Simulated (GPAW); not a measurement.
## A GW chain in GPAW: AlGaAs2 (R3m)

Aim: the G0W0 gap of AlGaAs2 (R3m) on LDA, step by step.

Main program and level: GPAW 26.7.0; LDA and many-body steps on it, plane waves.

## (1) The structure

The structure is trigonal, space group R3m (No. 160). The conventional cell has a = 4.011 Å, b = 4.011 Å, c = 19.638 Å, α = 90.00°, β = 90.00°, γ = 120.00°. Nearest to Al lie 4 As at 2.45 to 2.46 Å. Nearest to Ga lie 4 As at 2.46 Å. Nearest to As lie 1 Al at 2.46 Å and 3 Ga at 2.46 Å. As has 3 Al at 2.45 Å and 1 Ga at 2.46 Å nearest. Farther neighbours are not listed.

The cell and positions are those that the Materials Project relaxed with its own functionals (PBE, PBE+U or r2SCAN), kept fixed.

## (2) Ground state

This step: GPAW 26.7.0; DFT, LDA, plane waves, PAW.

The ground-state density comes first.

Contents of run.py:

```python
import json
import numpy as np
from gpaw.mpi import world
from ase import Atoms
from gpaw import GPAW, PW, FermiDirac

atoms = Atoms(['Al', 'Ga', 'As', 'As'],
    cell=[[2.0056614335, 1.1579691685, 6.5458783057],
      [-2.0056614335, 1.1579691685, 6.5458783057],
      [0.0000000000, -2.3159383371, 6.5458783057]],
    scaled_positions=[[0.9997588800, 0.9997588800, 0.9997588800],
      [0.5001289500, 0.5001289500, 0.5001289500],
      [0.1248442400, 0.1248442400, 0.1248442400],
      [0.6252689300, 0.6252689300, 0.6252689300]],
    pbc=(True, True, True))
calc = GPAW(mode=PW(450),
    xc='LDA',
    kpts={'size': (8, 8, 8), 'gamma': True},
    occupations=FermiDirac(0.001),
    nbands=-8,
    convergence={'density': 1e-6, 'bands': -3},
    maxiter=100,
    txt='gs.txt')
atoms.calc = calc
res = {'energy': atoms.get_potential_energy()}
kpts = calc.get_ibz_k_points()
res['kpts'] = kpts
res['eigenvalues'] = [calc.get_eigenvalues(kpt=k) for k in range(len(kpts))]
res['n_electrons'] = calc.get_number_of_electrons()
calc.write('gs.gpw')

if world.rank == 0:
    with open('result.json', 'w') as f:
        json.dump(res, f, default=lambda x: x.tolist())
```

Run with:

```
mpirun -n 4 gpaw python run.py
```

Numbers of over 12 decimals in the logs are rounded to 6 here.

Output:

```text
__  _  _
 | _ |_)|_||  |
 |__||  | ||/\| - 26.7.0

Input parameters:
  mode=PW(ecut=450.000000),
  convergence={'density': 1e-06, 'bands': -3},
  kpts=MonkhorstPack(size=(8, 8, 8), gamma=True),
  maxiter=100,
  nbands=-8,
  occupations=Occupations(name='fermi-dirac', width=0.001, fixmagmom=False),
  xc=XC(name='LDA')
  [... matrices ...]
Diagonalizing LCAO Hamiltonian
Converting LCAO to pw mode

       Al

       As

       Ga

       As

Atoms  # Å, Bohr magnetons
|   | symbol |         x |         y |         z |    initial magnetic moments |
| 0 |     Al |  0.000000 | -0.000000 | 19.632900 | ( 0.0000,  0.0000,  0.0000) |
| 1 |     Ga |  0.000000 | -0.000000 |  9.821350 | ( 0.0000,  0.0000,  0.0000) |
| 2 |     As |  0.000000 | -0.000000 |  2.451646 | ( 0.0000,  0.0000,  0.0000) |
| 3 |     As | -0.000000 | -0.000000 | 12.278803 | ( 0.0000,  0.0000,  0.0000) |

Unit cell  # Å
| periodic |         x |         y |        z |  lengths |    angles |
|      yes |  2.005661 |  1.157969 | 6.545878 | 6.943493 | 33.578817 |
|      yes | -2.005661 |  1.157969 | 6.545878 | 6.943493 | 33.578817 |
|      yes |  0.000000 | -2.315938 | 6.545878 | 6.943493 | 33.578817 |

Number of symmetries: 6
Symmetry operations  # r_c * U_cc + t_c -> r_c
|   | kind |            matrix            |
| 0 |  E   |  1, 0, 0,  0, 1, 0,  0, 0, 1 |
| 1 |  σ   |  1, 0, 0,  0, 0, 1,  0, 1, 0 |
| 2 |  σ   |  0, 1, 0,  1, 0, 0,  0, 0, 1 |
| 3 |  C3  |  0, 1, 0,  0, 0, 1,  1, 0, 0 |
| 4 |  C3  |  0, 0, 1,  1, 0, 0,  0, 1, 0 |
| 5 |  σ   |  0, 0, 1,  0, 1, 0,  1, 0, 0 |

BZ-sampling:
  Number of BZ points: 512
  Number of IBZ points: 65

  Monkhorst-Pack size: [8, 8, 8]
  Monkhorst-Pack shift: [0.0625, 0.0625, 0.0625]

K-points  # in reciprocal-cell coordinates
|     |                                coordinates |     weight |
|   0 | (  0.00000000,   0.00000000,   0.00000000) | 0.00195312 |
|   1 | (  0.12500000,   0.00000000,  -0.12500000) | 0.01171875 |
|   2 | (  0.12500000,   0.00000000,   0.00000000) | 0.01171875 |
|   3 | (  0.12500000,   0.12500000,  -0.12500000) | 0.01171875 |
|   4 | (  0.12500000,   0.12500000,   0.00000000) | 0.01171875 |
|   5 | (  0.12500000,   0.12500000,   0.12500000) | 0.00390625 |
|   6 | (  0.25000000,  -0.12500000,  -0.12500000) | 0.01171875 |
|   7 | (  0.25000000,   0.00000000,  -0.25000000) | 0.01171875 |
|   8 | (  0.25000000,   0.00000000,  -0.12500000) | 0.02343750 |
|   9 | (  0.25000000,   0.00000000,   0.00000000) | 0.01171875 |
| ... |                                            |            |
|  64 | (  0.50000000,   0.50000000,   0.50000000) | 0.00195312 |

Plane wave coefficients: 1996
Cutoff: 450.000000 eV

Spin-components: 1 (collinear spins)
Bands:           16
Projectors:      20
Spin-degeneracy: 2
Datatype:        complex128

  Storage: CPU
  Wave functions: 32_331_520 bytes (8_082_880 per core)
  Projectors: 56_580_160 bytes (14_145_040 per core)
  [... matrices ...]
Parallelization:
  kpt:    4
  domain: 1
  band:   1

Density:
  Valence electrons: 16.0
  Components: 1
  Grid points: [35 35 35]
  Charge: 0.0  # |e|

Potential:
  Grid points: [35 35 35]

species:
  Al:
    name:    Aluminium
    Z:       13.0
    valence: 3
    core:    10
    charge:  0.0  # [|e|]
    compensation charges:
      type: gauss
      rc: 0.34  # [Å]
      lmax: 2
    cutoffs:
      filter: 1.91  # [Å]
      core: 2.36  # [Å]
    projectors
    | kind |    occ | energy [eV] | rcut [Å] |
    |   3s |  2.000 |      -7.830 |    1.085 |
    |   3p |  1.000 |      -2.783 |    1.085 |
    |    s |        |      19.382 |    1.085 |
    |    p |        |      24.428 |    1.085 |
    |    d |        |       0.000 |    1.085 |

    Using partial waves for Al as LCAO basis

  Ga:
    name:    Gallium
    Z:       31.0
    valence: 3
    core:    28
    charge:  0.0  # [|e|]
    compensation charges:
      type: gauss
      rc: 0.37  # [Å]
      lmax: 2
    cutoffs:
      filter: 2.06  # [Å]
      core: 4.17  # [Å]
    projectors
    | kind |    occ | energy [eV] | rcut [Å] |
    |   4s |  2.000 |      -9.167 |    1.164 |
    |   4p |  1.000 |      -2.734 |    1.164 |
    |    s |        |      18.045 |    1.164 |
    |    p |        |      24.478 |    1.164 |
    |    d |        |       0.000 |    1.164 |

    Using partial waves for Ga as LCAO basis

  As:
    name:    Arsenic
    Z:       33.0
    valence: 5
    core:    28
    charge:  0.0  # [|e|]
    compensation charges:
      type: gauss
      rc: 0.33  # [Å]
      lmax: 2
    cutoffs:
      filter: 1.87  # [Å]
      core: 2.96  # [Å]
    projectors
    | kind |    occ | energy [eV] | rcut [Å] |
    |   4s |  2.000 |     -14.691 |    1.058 |
    |   4p |  3.000 |      -5.342 |    1.058 |
    |    s |        |      12.520 |    1.058 |
    |    p |        |      21.869 |    1.058 |
    |    d |        |       0.000 |    1.058 |

    Using partial waves for As as LCAO basis

Reference energy: -182226.293058  # eV

eigensolver:
  PPCG
  Converge bands: -3
  niter=2

density mixing:
  MSR1-Mixer
  Pratt-step length: 0.05
  Maximum mixing coefficient: 0.75
  Old densities: 10
  SVD Regularization: 0.005
  Good broyden scale: 1.0
  Trust region scale: 1.0
  Backstep threshold: 4.0
  History deletion threshold: 6.0
  Fourier metric: weight=20.0, sigma=0.015

occupation numbers:
  Fermi-Dirac:
    width: 0.0010  # eV

poisson solver:
  ecut: 3600.000000  # eV

xc functional:
  name: None

Initialization done in: 2.083 s

convergence criteria:
- Maximum integral of absolute [dens]ity change: 1e-06 electrons / valence electron
- Maximum [total energy] change in last 3 cyles: 0.0005 eV / valence electron
- Maximum integral of absolute [eigenst]ate change: 4e-08 eV^2 / valence electron
maximum number of iterations: 100

SCF iterations
|iter     |     time |      energy | eigst |  dens |
|iter:   1|  |  -20.454619 | +0.45 |       |
|iter:   2|  |  -20.396490 | -1.25 | -0.86 |
|iter:   3|  |  -20.106057 | -1.71 | -0.89 |
|iter:   4|  |  -20.100284 | -3.17 | -1.52 |
|iter:   5|  |  -20.099852c| -4.06 | -2.07 |
|iter:   6|  |  -20.099785c| -4.62 | -2.73 |
|iter:   7|  |  -20.099769c| -5.57 | -3.06 |
|iter:   8|  |  -20.099769c| -7.26 | -3.77 |
|iter:   9|  |  -20.099769c| -7.32 | -4.17 |
|iter:  10|  |  -20.099769c| -8.05c| -4.76 |
|iter:  11|  |  -20.099769c| -8.92c| -5.69 |
|iter:  12|  |  -20.099769c| -9.54c| -6.31c|

Converged in 12 steps
SCF loop duration: 24.487 s (2.041 s/step)
Energy contributions relative to reference atoms: (reference = -182226.293058)
  [... matrices ...]
Energy contributions:
  Kinetic:          43.946551
  Coulomb:         -39.368745
  Zero:              0.011309
  External:          0.000000
  Xc:              -24.688884
  Entropy:          -0.000000
  Spinorbit:         0.000000
  ----------------------------
  Free energy:     -20.099769
  Extrapolated:    -20.099769

dipole moment: (0.000000, -0.000000, 4.032806)  # |e|*Ang

Fermi level: 4.474
Eigenvalues  # (at kpt = [0.000, 0.000, 0.000])
| band index |      eig [eV] | occ [0-2] |
|          0 |        -8.032 |     2.000 |
|          1 |        -6.499 |     2.000 |
|          2 |        -1.833 |     2.000 |
|          3 |         3.275 |     2.000 |
|          4 |         3.275 |     2.000 |
|          5 |         4.246 |     2.000 |
|          6 |         4.268 |     2.000 |
|          7 |         4.268 |     2.000 |
|          8 |         5.007 |     0.000 |
|          9 |         6.050 |     0.000 |
|         10 |         8.244 |     0.000 |
|         11 |         8.244 |     0.000 |
|         12 |         8.248 |     0.000 |
|         13 |         8.880 |     0.000 |
|         14 |         8.880 |     0.000 |
|         15 |        11.869 |     0.000 |

Gap: 0.739 eV
Transition (v -> c):
  (s=0, k=0, n=7, [0.00, 0.00, 0.00]) -> (s=0, k=0, n=8, [0.00, 0.00, 0.00])
No difference between direct/indirect transitions
# Writing to gs.gpw (mode='')
  [... matrices ...]
```

Run time: 29 s. Hardware: 4 MPI ranks of Arm Neoverse V1, shared host; peak memory 0.84 GiB.

Numbers from this step:

```yaml
total_energy: -20.10 eV
gap: 0.7393 eV
k_of_the_valence_top: 0, 0, 0
k_of_the_conduction_bottom: 0, 0, 0
least_direct_gap: 0.7393 eV
```

The gap is direct, at Γ.

## (3) Empty states on the mesh, 4×4×4 mesh, 158 bands

The sums over transitions need many empty states on a uniform mesh; this step solves for them.

Contents of run.py:

```python
import json
import numpy as np
from gpaw.mpi import world
from gpaw import GPAW

calc = GPAW('gs.gpw').fixed_density(kpts={'size': (4, 4, 4), 'gamma': True},
    parallel={'domain': 1, 'band': 1},
    txt='nscf.txt')
calc.diagonalize_full_hamiltonian(nbands=158)
calc.write('full.gpw', mode='all')
res = {}
kpts = calc.get_ibz_k_points()
res['kpts'] = kpts
res['eigenvalues'] = [calc.get_eigenvalues(kpt=k) for k in range(len(kpts))]
res['n_electrons'] = calc.get_number_of_electrons()

if world.rank == 0:
    with open('result.json', 'w') as f:
        json.dump(res, f, default=lambda x: x.tolist())
```

Run with:

```
mpirun -n 4 gpaw python run.py
```

Output:

```text
Diagonalizing LCAO Hamiltonian
Converting LCAO to pw mode
convergence criteria:
- Maximum integral of absolute [eigenst]ate change: 4e-08 eV^2 / valence electron
maximum number of iterations: 100

SCF iterations
|iter     |     time |      energy | eigst |  dens |
|iter:   1|  |             | +0.47 |       |
|iter:   2|  |             | -1.31 |       |
|iter:   3|  |             | -2.62 |       |
|iter:   4|  |             | -3.93 |       |
|iter:   5|  |             | -4.86 |       |
|iter:   6|  |             | -6.00 |       |
|iter:   7|  |             | -6.94 |       |
|iter:   8|  |             | -7.86c|       |
SCF steps: 8
  __  _  _
 | _ |_)|_||  |
 |__||  | ||/\| - 26.7.0

Input parameters:
  mode=PW(ecut=450.000000),
  convergence={'density': 1e-06, 'bands': -3},
  gpts=array([35, 35, 35]),
  kpts=MonkhorstPack(size=(4, 4, 4), gamma=True),
  maxiter=100,
  nbands=16,
  occupations=Occupations(name='fermi-dirac', width=0.001, fixmagmom=False),
  parallel={'domain': 1, 'band': 1},
  xc=XC(name='LDA')
Matrix size: 1975x1975
# Writing to full.gpw (mode='all')
  [... matrices ...]

timing:  # [seconds]
  Total: 47.330  # ━━━━━━━━━━━━━━━━━━━━━━━━━━━━━━━━━━━━━━━━━━━━━━━━━━━━━━━━━━
```

Run time: 54 s. Hardware: 4 MPI ranks; peak memory 2.1 GiB.

Numbers from this step:

| Quantity | Value |
| --- | --- |
| gap | 0.7393 eV |
| k of the valence top | 0, 0, 0 |
| k of the conduction bottom | 0, 0, 0 |
| least direct gap | 0.7393 eV |
| k points computed | 13 |
| lowest point of the top converged band, above the valence top | 71.2130 eV |

On this mesh the gap is 0.739 eV.

## (4) Screening and self-energy, 4×4×4 mesh, 68 bands, screening to 48 eV

G0W0 replaces the xc potential by the self-energy, built once from these orbitals. Only a window of levels is corrected, while the sums run over the empty bands that the input names.

This step: G0W0 on LDA, plane waves, PAW.

Contents of run.py:

```python
import json
import numpy as np
from gpaw.mpi import world
from gpaw.response.g0w0 import G0W0

gw = G0W0('full.gpw',
    filename='gw',
    kpts=[0],
    bands=(6, 10),
    ecut=48,
    nbands=68,
    integrate_gamma='WS',
    ppa=True)
gw.calculate()
res = {mode: {k: v for k, v in r.items() if k != 'sigma_eskwn'}
       for mode, r in gw.all_results.items()}

if world.rank == 0:
    with open('result.json', 'w') as f:
        json.dump(res, f, default=lambda x: x.tolist())
```

Run with:

```
mpirun -n 4 gpaw python run.py
```

Output:

```text
Using integrator: PointIntegrator
FrequencyGridDescriptor(from 0.000+0.000j to 0.000+27.211j eV, 2 points)
Nonperiodic BCs:  [False False False]
Using integrator: PointIntegrator
FrequencyGridDescriptor(from 0.000+0.000j to 0.000+27.211j eV, 2 points)
Nonperiodic BCs:  [False False False]
  ___  _ _ _
 |   || | | |
 | | || | | |
 |__ ||_____|
 |___|

BZ k-points: Symmetries present (total): 6

  [... matrices ...]
64 k-points: 4 x 4 x 4 Monkhorst-Pack grid + [1/8,1/8,1/8]
13 k-points in the irreducible part of the Brillouin zone
       k-points in crystal coordinates                weights
   0:     0.00000000    0.00000000    0.00000000          1/64
   1:     0.25000000    0.00000000   -0.25000000          6/64
   2:     0.25000000    0.00000000    0.00000000          6/64
   3:     0.25000000    0.25000000   -0.25000000          6/64
   4:     0.25000000    0.25000000    0.00000000          6/64
   5:     0.25000000    0.25000000    0.25000000          2/64
   6:     0.50000000    0.00000000    0.00000000          3/64
   7:     0.50000000    0.25000000   -0.25000000          6/64
   8:     0.50000000    0.25000000    0.00000000         12/64
   9:     0.50000000    0.25000000    0.25000000          6/64
          ...
  12:     0.50000000    0.50000000    0.50000000          1/64

Distributing spins, k-points and bands (1 x 1 x 4) over 4 processes
Number of blocks: 1

Quasi particle states:
k-points (IBZ indices): [0]
Band range: (6, 10)
  [... matrices ...]
Computational parameters:
Plane wave cut-off: 48 eV
Number of bands: 68
Coulomb cutoff: None
Broadening: 0.1 eV

fxc modes: GW
Kernel: RPA
Using Godby-Needs plasmon-pole approximation:
  Fitting energy: i*E0, E0 = 1.000 Hartree
Summing all q:

Calculating screened Coulomb potential
No Coulomb truncation
FrequencyGridDescriptor(from 0.000+0.000j to 0.000+27.211j eV, 2 points)
Removing empty qpoint cache files...

Calculating chi0 body with:
    Ground state adapter containing:
    Number of spins: 1
    Number of kpoints: 64
    Number of irreducible kpoints: 13
    Number of completely occupied states: 8
    Number of partially occupied states: 8
    Occupied states memory: 5.233765 M / cpu

    Linear response parametrization:
    q_c: [0.0, 0.0, 0.0]
    Number of frequency points: 2
    Planewave cutoff: 48.0
    Number of bands: 68
    Number of planewaves: 61
    Broadening (eta): 1e-06
    comm.size: 4
    kncomm.size: 4
    blockcomm.size: 1

    Memory estimate of potentially large arrays:
        chi0_wGG: 0.113556 M / cpu
Integrating chi0 body.

Symmetries of q_c:
    Direct symmetries (Uq -> q): 6
    Indirect symmetries (TUq -> q): 6
In total 12 allowed symmetries.

  [... matrices ...]
13 groups of equivalent kpoints. 79.6875% reduction.

Integral kind: response function
Integrating chi0 head and wings.

Symmetries of q_c:
    Direct symmetries (Uq -> q): 6
    Indirect symmetries (TUq -> q): 6
In total 12 allowed symmetries.

  [... matrices ...]
13 groups of equivalent kpoints. 79.6875% reduction.

Integral kind: response function wings

Calculating chi0 body with:
    Ground state adapter containing:
    Number of spins: 1
    Number of kpoints: 64
    Number of irreducible kpoints: 13
    Number of completely occupied states: 8
    Number of partially occupied states: 8
    Occupied states memory: 5.233765 M / cpu

    Linear response parametrization:
[... the further q-points ...]

Results:
f:      Occupation numbers
eps:     KS-eigenvalues [eV]
vxc:     KS vxc [eV]
exx:     Exact exchange [eV]
sigma:   Self-energies [eV]
dsigma:  Self-energy derivatives
Z:       Renormalization factors
qp:      QP-energies [eV]

k-point 0 (0): (0.000, 0.000, 0.000)                GW
band       f     eps     vxc     exx   sigma  dsigma       Z      qp
                                                                   GW
   6   1.000   4.268 -14.715 -16.128   1.706  -0.269   0.788   4.499
   7   1.000   4.268 -14.715 -16.128   1.706  -0.269   0.788   4.499
   8   0.000   5.007 -15.369 -11.060  -2.732  -0.257   0.796   6.261
   9   0.000   6.050 -13.227  -8.723  -3.372  -0.260   0.794   6.949
```

Elapsed: 79 s, on 4 MPI ranks; peak memory 1.6 GiB.

Numbers from this step:

| Property | Result |
| --- | --- |
| G0W0 gap on the points computed | 1.762 eV |
| least direct G0W0 gap on the computed points | 1.762 eV |
| Z at the valence top | 0.7877 |
| Z at the conduction bottom | 0.7955 |
| starting gap on the mesh | 0.7393 eV |
| k of the valence top | 0, 0, 0 |
| k of the conduction bottom | 0, 0, 0 |

The gap on the mesh goes from 0.74 eV to 1.76 eV, a correction of +1.02 eV.

Limits: finite bands, cutoff and mesh; no spin-orbit coupling. v1 is the top filled band, c1 the lowest empty one. Levels before and after the correction, in eV, zero at the valence-band top of each column:

```tsv
	conduction bottom	valence top
Kohn-Sham	0.74	0.00
G0W0	1.76	0.00
```

```tsv
	level	energy (eV)
Kohn-Sham	Γ v2-v1	0.000
Kohn-Sham	Γ c1	0.739
Kohn-Sham	Γ c2	1.782
G0W0	Γ v2-v1	0.000
G0W0	Γ c1	1.762
G0W0	Γ c2	2.450
```

## (5) Where the time went

Times are wall times on 4 MPI ranks of Arm Neoverse V1, shared host, good to a factor of about two.

```tsv
step	time	share	memory (GiB)
ground state	29 s	18 %	0.84
empty states on the mesh	54 s	33 %	2.1
screening and self-energy	79 s	49 %	1.6
```

## (6) Results

```
LDA gap              : 0.74 eV, direct
G0W0 gap on the mesh : 1.76 eV
GW settings          : 4×4×4 mesh, 68 bands, screening to 48 eV, Godby-Needs plasmon pole
known limits         : not at the basis limit; no spin-orbit coupling
```

What this shows: G0W0 moves the gap on the mesh from 0.74 eV to 1.76 eV (+1.02 eV), with Z of 0.79 and 0.80 at the edges. Only 1 of the mesh's irreducible points was corrected, so a valley elsewhere could overtake. Bands and cutoff are finite, so the gap is not at the basis limit. The miss can reach some tenths of an eV and take either sign; the mesh is an error of its own. These stock PAW sets were not made for GW; the filled d or f shell of As and Ga lies in the frozen core, which bears on start and correction. In the G0W0 run levels were corrected at 1 k point alone, so a gap called «on the mesh» is the least over those, and an edge elsewhere would be missed. The many-body steps are scalar-relativistic: spin-orbit coupling is not in them.

[Paths, hosts, dates, memory and timing lines, banners, echoed tables and standing remarks are left out of the program output.]

[Logs are printed without paths, hosts, clocks, repeated set-up lines and the standing remarks that a program may print on its own settings, such as how far it seeks lower states.]

[Runs of the session that timed out or met a known fault of the program may be left out.]

[Hosts, paths, dates, database ids (printed as entryN), source tags and the programs' standing remarks are cut or masked in the printed files.]
